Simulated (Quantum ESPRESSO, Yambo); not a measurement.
# NaF (Villiaumite): changed settings of a GW run in Yambo

What do changed inputs do to GW on NaF (Villiaumite)?

Program: Yambo 5.3.0. Level of theory: PBE and many-body steps on it, plane waves. Results are calculated unless marked as measured.

This is a report of a sequence of runs, with most program output left out.

The database entry behind the starting cell differs from later determinations by our own check (0.1 to 0.3 % short, probably kX units), so it need not match the best structure at ambient conditions.

## 1. The starting structure

The structure is cubic, space group Fm-3m (No. 225). The conventional cell has a = 4.620 Å, b = 4.620 Å, c = 4.620 Å, α = 90.00°, β = 90.00°, γ = 90.00°. Nearest to Na lie 6 F at 2.31 Å. F has 6 Na at 2.31 Å nearest. Farther neighbours and most contacts between anions are not listed.

Structure file:

```
Na F
1.0
     0.00000    2.31000    2.31000
     2.31000    0.00000    2.31000
     2.31000    2.31000    0.00000
Na F
1 1
Direct
  0.00000 0.00000 0.00000
  0.50000 0.50000 0.50000
```

The cell and positions come from the Crystallography Open Database and are kept as given unless a step says otherwise.

## 2. Base

This step: Yambo 5.3.0; G0W0 on PBE, plane waves, norm-conserving pseudopotentials.

G0W0 replaces the xc potential by the self-energy, built once from these orbitals. Only a window of levels is corrected, while the sums run over the empty bands that the input names.

gw2.in

```
HF_and_locXC
gw0
dyson
ppa
em1d
rim_cut
RandQpts= 1000000
RandGvec= 1 RL
EXXRLvcs= 76 Ry
VXCRLvcs= 304 Ry
Chimod= "HARTREE"
% BndsRnXp
 1 | 126 |
%
NGsBlkXp= 17 Ry
% LongDrXp
 1 | 1 | 1 |
%
% GbndRnge
 1 | 126 |
%
DysSolver= "n"
ExtendOut
PPAPntXp= 27.21138 eV
% QPkrange
 1 | 1 | 7 | 10 |
%
```

Command:

```console
$ OMP_NUM_THREADS=1 mpirun -n 4 yambo -F gw2.in -J gw2 -C gw2 > gw2.log
```

Elapsed: 2.5 min, on 4 MPI ranks of Arm Neoverse V2, shared host; peak memory 1.6 GiB; 9.7 min of CPU time.

This step gave:

```yaml
g0w0_gap_on_the_points_computed: 10.51 eV
starting_gap_on_the_mesh: 6.390 eV
k_of_the_valence_top: 0, 0, 0
k_of_the_conduction_bottom: 0, 0, 0
least_direct_g0w0_gap_on_the_computed_points: 10.51 eV
z_at_the_valence_top: 0.8219
z_at_the_conduction_bottom: 0.9033
```

The gap on the mesh goes from 6.39 eV to 10.51 eV, a correction of +4.12 eV.

## 3. Scissors in G

gw7.in, as its differences from gw2.in of step 2:

```diff
@@ -27 +27,4 @@
 %
+% GfnQP_E
+ 1.0 | 1.0 | 1.0 |
+%
```

Command:

```console
$ OMP_NUM_THREADS=1 mpirun -n 4 yambo -F gw7.in -J gw7,gw2_W -C gw7 > gw7.log
```

Elapsed: 42 s, on 4 MPI ranks; peak memory 1.5 GiB.

Numbers from this step:

| Item | Value |
| --- | --- |
| G0W0 gap on the points computed | 10.59 eV |
| starting gap on the mesh | 6.390 eV |
| k of the valence top | 0, 0, 0 |
| k of the conduction bottom | 0, 0, 0 |
| least direct G0W0 gap on the computed points | 10.59 eV |
| Z at the valence top | 0.8224 |
| Z at the conduction bottom | 0.9079 |

The program's own table gives 10.678 eV, which is too large where the input levels are shifted: this version takes Σc at the unshifted level E₀, yet steps from the shifted one. The value above is the Newton step from E₀, E₀ + Z(Σc + Σx − Vxc), rebuilt from the printed columns.

## 4. Two empty bands

gw8.in

```
HF_and_locXC
gw0
dyson
ppa
em1d
rim_cut
RandQpts= 1000000
RandGvec= 1 RL
EXXRLvcs= 76 Ry
VXCRLvcs= 304 Ry
Chimod= "HARTREE"
% BndsRnXp
 1 | 10 |
%
NGsBlkXp= 17 Ry
% LongDrXp
 1 | 1 | 1 |
%
% GbndRnge
 1 | 10 |
%
DysSolver= "n"
ExtendOut
PPAPntXp= 27.21138 eV
% QPkrange
 1 | 1 | 7 | 10 |
%
```

Command:

```console
$ OMP_NUM_THREADS=1 mpirun -n 4 yambo -F gw8.in -J gw8 -C gw8 > gw8.log
```

Run time: 9.8 s. Hardware: 4 MPI ranks; peak memory 1.4 GiB.

The run ended normally, though the input holds a fault or crude settings.

The fault put into this input: two empty bands. It printed a gap of 12.00 eV, an artefact of the input.

## 5. Side by side

Times are wall times on 4 MPI ranks of Arm Neoverse V2, shared host, good to a factor of about two.

```tsv
run	mesh	bands	screening cutoff (eV)	DFT gap (eV)	gap on the mesh (eV)	direct (eV)	time
base	6×6×6	126	231.3	6.390	10.514	10.514	2.5 min
scissors in G	6×6×6	126	231.3	6.390	10.585	10.585	42 s
```

## 6. Results

| Quantity | Value |
| --- | --- |
| base | 10.514 eV |
| scissors in G | 10.585 eV |
| known limits | not at the basis limit |

**Reading.** Scissors in G: +0.071 eV against base (keys changed: GfnQP_E). Bands and cutoff are finite, so the gap is not at the basis limit. The miss can reach some tenths of an eV and take either sign; the mesh is an error of its own. In the G0W0 runs levels were corrected at 1 k point alone, so a gap called «on the mesh» is the least over those, and an edge elsewhere would be missed.

[Paths, hosts, dates, memory and timing lines, banners, echoed tables and standing remarks are left out of the program output.]

[Logs are printed without paths, hosts, clocks, repeated set-up lines and the standing remarks that a program may print on its own settings, such as how far it seeks lower states.]

[Runs of the session that timed out or met a known fault of the program may be left out.]

[Hosts, paths, dates, database ids (printed as entryN), source tags and the programs' standing remarks are cut or masked in the printed files.]
